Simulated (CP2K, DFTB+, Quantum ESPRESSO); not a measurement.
## Codes compared on twisted Ti2CO2 MXene bilayer, 38.21° (70 atoms)

Aim: run twisted Ti2CO2 MXene bilayer, 38.21° (70 atoms) in several programs and set results and cost side by side. A plane-wave run serves as the reference.

Main program and level: Quantum ESPRESSO 7.5; Kohn-Sham DFT, PBE, SSSP efficiency 1.3.0 pseudopotentials, plane waves.

## (1) The starting structure

The cell holds 70 atoms: 14 C, 28 Ti and 28 O. Cell: a = 8.017 Å, b = 8.017 Å, c = 25.590 Å, α = 90.0°, β = 90.0°, γ = 120.0°. It derives from Ti2CO2 (Ti2CO2 MXene). Ti2CO2 MXene (a = 3.03 Å) under Ti2CO2 MXene (a = 3.03 Å), bilayer, commensurate cell of 7 unit cells a layer, twist 38.21 deg; facing planes 2.71 Å apart; 14 Å of vacuum; layers as built, displaced by a Gaussian of 0.01 Å. Then every atom was moved at random, 0.02 Å r.m.s. a Cartesian component. Regions: layer 1, 35 atoms (7 C, 14 Ti and 14 O); layer 2, 35 atoms (7 C, 14 Ti and 14 O). Vacuum lies along c.

## (2) Plane-wave reference

File pw.in:

```
&control
  calculation = 'scf'
  pseudo_dir = './pseudo'
  outdir = './tmp'
  disk_io = 'none'
  tprnfor = .true.
/
&system
  ibrav = 0
  nat = 70
  ntyp = 3
  ecutwfc = 60
  ecutrho = 480
  nosym = .true.
  occupations = 'smearing'
  smearing = 'fd'
  degauss = 0.003675
/
&electrons
  conv_thr = 3.5e-07
  electron_maxstep = 100
  mixing_beta = 0.2
  mixing_mode = 'local-TF'
  diagonalization = 'david'
/
ATOMIC_SPECIES
C 12.011 C.upf
Ti 47.867 Ti.upf
O 15.999 O.upf
CELL_PARAMETERS angstrom
8.01660 0.00000 0.00000
-4.00830 6.94258 0.00000
0.00000 0.00000 25.59000
ATOMIC_POSITIONS crystal
C 0.99607 0.99827 0.36133
Ti 0.19259 0.23698 0.40936
Ti 0.23679 0.04496 0.30988
O 0.23888 0.04411 0.44742
O 0.18862 0.23586 0.27450
C 0.13795 0.42524 0.36080
Ti 0.33411 0.66172 0.41424
Ti 0.38126 0.47820 0.30785
O 0.37829 0.47483 0.44767
O 0.33375 0.66625 0.27372
C 0.29007 0.86334 0.36018
Ti 0.47540 0.09751 0.41162
[... 54 atom lines left out ...]
Ti 0.89726 0.51918 0.69148
Ti 0.95173 0.76377 0.58899
O 0.94717 0.75889 0.72566
O 0.90668 0.51815 0.55380
K_POINTS gamma
```

The run is started by

```
OMP_NUM_THREADS=1 mpirun -np 4 pw.x -in pw.in > output.txt
```

The log of the run:

```text
Program PWSCF
     gamma-point specific algorithms are used
     one sub-group per band group will be used
     scalapack distributed-memory algorithm (size of sub-group:  2*  2 procs)
     Parallelization info
     sticks:   dense  smooth     PW     G-vecs:    dense   smooth      PW
     Min        1896     948    238               426644   150876   18874
     Max        1899     949    240               426655   150903   18888
     Sum        7591    3793    955              1706599   603539   75521
     bravais-lattice index     =            0
     lattice parameter (alat)  =      15.1492  a.u.
     unit-cell volume          =    9611.2084 (a.u.)^3
     number of atoms/cell      =           70
     number of atomic types    =            3
[... lines left out ...]
     scf convergence threshold =      3.5E-07
[... lines left out ...]
     number of k points=     1  Fermi-Dirac smearing, width (Ry)=  0.0037
[... lines left out ...]
     total energy              =   -4773.76173628 Ry
[... lines left out ...]
     total energy              =   -4767.12112294 Ry
[... lines left out ...]
     total energy              =   -4770.20204411 Ry
[... lines left out ...]
     c_bands:  1 eigenvalues not converged
[... lines left out ...]
     c_bands:  3 eigenvalues not converged
[... lines left out ...]
     total energy              =   -4770.21617923 Ry
[... lines left out ...]
     total energy              =   -4770.21617938 Ry
     estimated scf accuracy    <       0.00000094 Ry
     iteration # 37     ecut=    60.00 Ry     beta= 0.20
     negative rho (up, down):  3.465E-02 0.000E+00
     End of self-consistent calculation
          k = 0.0000 0.0000 0.0000 ( 37761 PWs)   bands (ev):
   -54.4244 -54.4022 -54.3716 -54.3661 -54.3470 -54.3464 -54.3253 -54.3231
   -54.2734 -54.2613 -54.2555 -54.2477 -54.2452 -54.2339 -54.2276 -54.2160
   -54.2112 -54.2008 -54.1989 -54.1923 -54.1922 -54.1860 -54.1814 -54.1680
[...]
5.2378   5.2623   5.2661   5.2767   5.2867   5.3031   5.6073   5.6407
     5.6474   5.6546   5.6587   5.6809   5.6962   5.7066   5.7258   5.7276
     the Fermi energy is     3.7601 ev
!    total energy              =   -4770.21617945 Ry
     estimated scf accuracy    <       0.00000010 Ry
     smearing contrib. (-TS)   =      -0.00163660 Ry
     internal energy E=F+TS    =   -4770.21454285 Ry
     The total energy is F=E-TS. E is the sum of the following terms:
     one-electron contribution =  -36862.51531162 Ry
     hartree contribution      =   18528.36861860 Ry
     xc contribution           =    -777.98567507 Ry
     ewald contribution        =   14694.89927034 Ry
     one-center paw contrib.   =    -352.98144510 Ry
     convergence has been achieved in  37 iterations
     negative rho (up, down):  3.465E-02 0.000E+00
     Forces acting on atoms (cartesian axes, Ry/au):
     atom    1 type  1   force =     0.00456992    0.02695928   -0.01807935
     atom    2 type  2   force =    -0.01424590   -0.01717359   -0.01141003
     atom    3 type  2   force =    -0.00601440   -0.00201527    0.00834759
[...]
atom   69 type  3   force =     0.01915970    0.00684965    0.01767704
     atom   70 type  3   force =    -0.00633423    0.02116399   -0.01747011
     Total force =     0.259882     Total SCF correction =     0.001496
     Message from routine punch:
     Nothing written, as per user request (disk_io='none')
```

Run time: 7.8 min. Hardware: 4 MPI ranks of Intel Xeon 6975P-C (Granite Rapids), shared host; peak memory 4.8 GiB.

Banners, paths, timers and routine set-up lines are dropped from the logs unmarked, and long logs keep their key lines alone; longer cuts are marked.

Numbers from this run:

* r.m.s. force component: 0.4611 eV/Å
* longest force: 1.748 eV/Å
* gap (highest filled to lowest empty level): 0.5001 eV

## (3) Structure statistics

Normalised to the volume that the atoms fill. Pair distribution functions g(r), in bins of 0.2 Å:

```
r (Å)  total   O-O  O-Ti   O-C  Ti-Ti   Ti-C    C-C
 1.80   0.10  0.00  0.33  0.00   0.00   0.00   0.00
 2.00   2.56  0.00  7.97  0.00   0.00   0.00   0.00
 2.20   2.16  0.00  0.00  0.00   0.00  13.52   0.00
 2.40   0.00  0.00  0.00  0.00   0.00   0.00   0.00
 2.60   0.00  0.00  0.00  0.00   0.00   0.00   0.00
 2.80   1.33  0.30  0.00  8.00   0.00   0.00   0.00
 3.00   2.82  6.96  0.00  0.09   7.04   0.00  14.10
 3.20   0.64  0.76  0.00  0.00   3.25   0.00   0.00
 3.40   0.09  0.00  0.29  0.00   0.00   0.00   0.00
 3.60   1.10  0.35  3.04  0.00   0.00   0.46   0.00
 3.80   0.82  0.16  0.40  0.00   0.00   4.18   0.00
 4.00   0.16  0.30  0.07  0.56   0.00   0.00   0.00
 4.20   0.64  0.04  0.33  3.22   0.08   0.00   0.00
 4.40   0.35  0.32  0.12  0.00   1.61   0.00   0.00
 4.60   1.26  0.22  3.76  0.00   0.11   0.00   0.00
 4.80   2.01  1.62  2.56  0.00   0.30   5.53   0.00
 5.00   0.27  0.06  0.18  1.21   0.00   0.06   0.00
 5.20   1.73  2.19  0.00  4.41   3.14   0.00   4.48
 5.40   0.55  0.64  0.30  0.26   1.91   0.00   0.22
 5.60   0.28  1.02  0.16  0.27   0.12   0.00   0.00
 5.80   0.16  0.16  0.14  0.28   0.21   0.07   0.00
 6.00   0.78  1.69  0.00  0.34   1.72   0.38   3.03
 6.20   0.41  0.35  0.73  0.22   0.26   0.14   0.49
 6.40   1.91  1.82  3.16  0.23   0.19   3.34   0.00
 6.60   0.43  0.02  0.08  2.11   0.12   0.29   0.00
 6.80   0.61  0.13  0.27  1.44   1.39   0.32   0.00
 7.00   0.89  0.14  2.20  0.14   0.24   0.64   0.00
 7.20   0.44  0.36  0.28  0.40   0.26   1.07   0.41
```

Bonds by pair of elements; cutoffs follow the first minimum of g(r), held within bounds set by covalent radii, and pairs that aren't listed don't count as bonded (cutoffs were set anew for this text, so counts can differ from the run's own analysis):

```
pair A-B  cutoff (Å)  bonds  mean length (Å)  spread (Å)  shortest (Å)  B about A  A about B
    O-Ti        2.64     84             1.97       0.035          1.88          3          3
    Ti-C        2.64     84             2.19       0.037          2.10          3          6
```

How many atoms have how many bonded neighbours:

```
element  mean   3   6
      C     6   0  14
      O     3  28   0
     Ti     6   0  28
```

## (4) The ladder

The programs:
- CP2K 2026.2: Gaussian basis with GTH pseudopotentials and a plane-wave density; labels give functional, basis (MOLOPT sets; SR short-range, UZH the newer set with its own potentials), grid cutoff/relative cutoff and solver (OT: orbital transformation; TRS4, TC2, SIGN: linear-scaling purification with its sparsity filter), or its built-in tight binding.
- DFTB+ 25.1: tight binding, with Slater–Koster sets (DFTB) or xTB through its tblite library.

All use the same cell and atoms; the electronic-structure runs use the same k-mesh, and an electronic temperature of 580 K (0.05 eV) where levels are smeared.

Differences are against the plane-wave reference, forces as r.m.s. over components; share is that over the reference's r.m.s. force, slope the least-squares factor from reference forces to these. Total energies of different programs have different zeros and aren't compared.

```
                                                    run  Δ force, r.m.s. (meV/Å)  share (%)  slope  Δ gap (eV)  cores  CPU time  memory (GiB)
                                              reference                        -          -      -           -      4    31 min           4.8
CP2K PBE, DZVP-UZH, 280/50 Ry, diagonalisation (coarse)                     89.6       19.4  1.040     -8.0e-4      4    13 min           3.1
CP2K PBE, DZVP-UZH, 400/50 Ry, diagonalisation (coarse)                     62.4       13.5  1.044     -0.0013      4    13 min           4.2
         CP2K PBE, DZVP-UZH, 800/50 Ry, diagonalisation                     42.8       9.27  1.044     -0.0013      4    15 min           9.1
                                         DFTB+ GFN1-xTB                      642        139  0.104           -      1      17 s          0.43
```

Rows marked coarse were listed beforehand as settings not expected to be converged; some can still land near the reference.

CPU time is summed over cores on a shared host, where runs went side by side, so it is rough. Symmetry, cutoffs, thresholds, outputs and thread counts weren't matched or tuned between programs; memory under MPI is the largest rank's times the ranks.

Runs without a result: CP2K PBE+rVV10L, DZVP-UZH, 800/50 Ry, diagonalisation (stopped at the start: CPASSERT failed).

Mean charges by element (e), by run and scheme:

```
                                           run     scheme      C     Ti      O
CP2K PBE, DZVP-UZH, 800/50 Ry, diagonalisation   Mulliken  -0.26  +0.64  -0.51
CP2K PBE, DZVP-UZH, 800/50 Ry, diagonalisation  Hirshfeld  -0.33  +0.42  -0.26
                                DFTB+ GFN1-xTB   Mulliken  -0.28  +0.56  -0.42
```

Within one program, basis, potentials and functional, energies share a zero. Each run against its twin at the usual cutoff or grid and solver:

```
                                           run                                  twin  Δ energy (meV/atom)  Δ force, r.m.s. (meV/Å)  CPU time over the twin's
CP2K PBE, DZVP-UZH, 280/50 Ry, diagonalisation  DZVP-UZH, 800/50 Ry, diagonalisation                -4.07                     77.2                      0.82
CP2K PBE, DZVP-UZH, 400/50 Ry, diagonalisation  DZVP-UZH, 800/50 Ry, diagonalisation               -0.271                     54.8                      0.88
```

## (5) Results

| Quantity | Value |
| --- | --- |
| reference r.m.s. force component | 0.461 eV/Å |
| nearest in forces | CP2K PBE, DZVP-UZH, 800/50 Ry, diagonalisation, 9.3 % |
| farthest in forces | DFTB+ GFN1-xTB, 139 % |
| cheapest electronic-structure run beside the reference | DFTB+ GFN1-xTB, 17 s of CPU time |

In words: The PBE run in local orbitals, coarse settings apart, differs by 9.3 % (CP2K PBE, DZVP-UZH, 800/50 Ry, diagonalisation); basis, grid and potentials can all enter. Tight binding differs by 139 % (DFTB+ GFN1-xTB); it is another model, with fitted parameters of its own, and the xTB methods hold dispersion. Runs with settings chosen to be coarse differ by 14 % (CP2K PBE, DZVP-UZH, 400/50 Ry, diagonalisation) to 19 % (CP2K PBE, DZVP-UZH, 280/50 Ry, diagonalisation), their programs' other errors included. Of the electronic-structure runs that take under half the reference's CPU time, CP2K PBE, DZVP-UZH, 800/50 Ry, diagonalisation comes nearest, at 9.3 % in 15 min against 31 min. PBE gaps agree with the reference's 0.500 eV within 0.002 eV. These are spacings on the run's k-points, which needn't hold the band edges. Charges hang on model, scheme and program or settings: among these rows the mean for O runs from -0.51 to -0.26 e. In the reference: filled and empty levels are parted by 0.500 eV on the run's k-points; the mesh holds the band edges only if they fold onto it, so the gap at this level can be narrower or closed, while semilocal functionals tend to narrow gaps against experiment. In the reference: for some of the pairs, g(r) has its first main peak near 3.03 Å (O-O), 1.97 Å (O-Ti), 2.82 Å (O-C), 3.07 Å (Ti-Ti), 2.19 Å (Ti-C) and 3.03 Å (C-C). Periodic xTB results under one method name differ between programs and library versions (DFTB+ here holds tblite 0.3). The reference's PBE has no dispersion term, which matters for the binding between molecules or layers. The runs have no spin polarisation, so any moments at edges, vacancies or dangling bonds can't form. The electronic-structure runs sample only Γ, in a cell whose shortest periodic width is 7 Å.

[Also dropped from logs without a mark: logging warnings of Python, and SIESTA's first energy breakdown and zero terms.]

[Logs are printed without paths, hosts, clocks, repeated set-up lines and the standing remarks that a program may print on its own settings, such as how far it seeks lower states.]

[Hosts, paths, dates, database ids (printed as entryN), source tags and the programs' standing remarks are cut or masked in the printed files.]
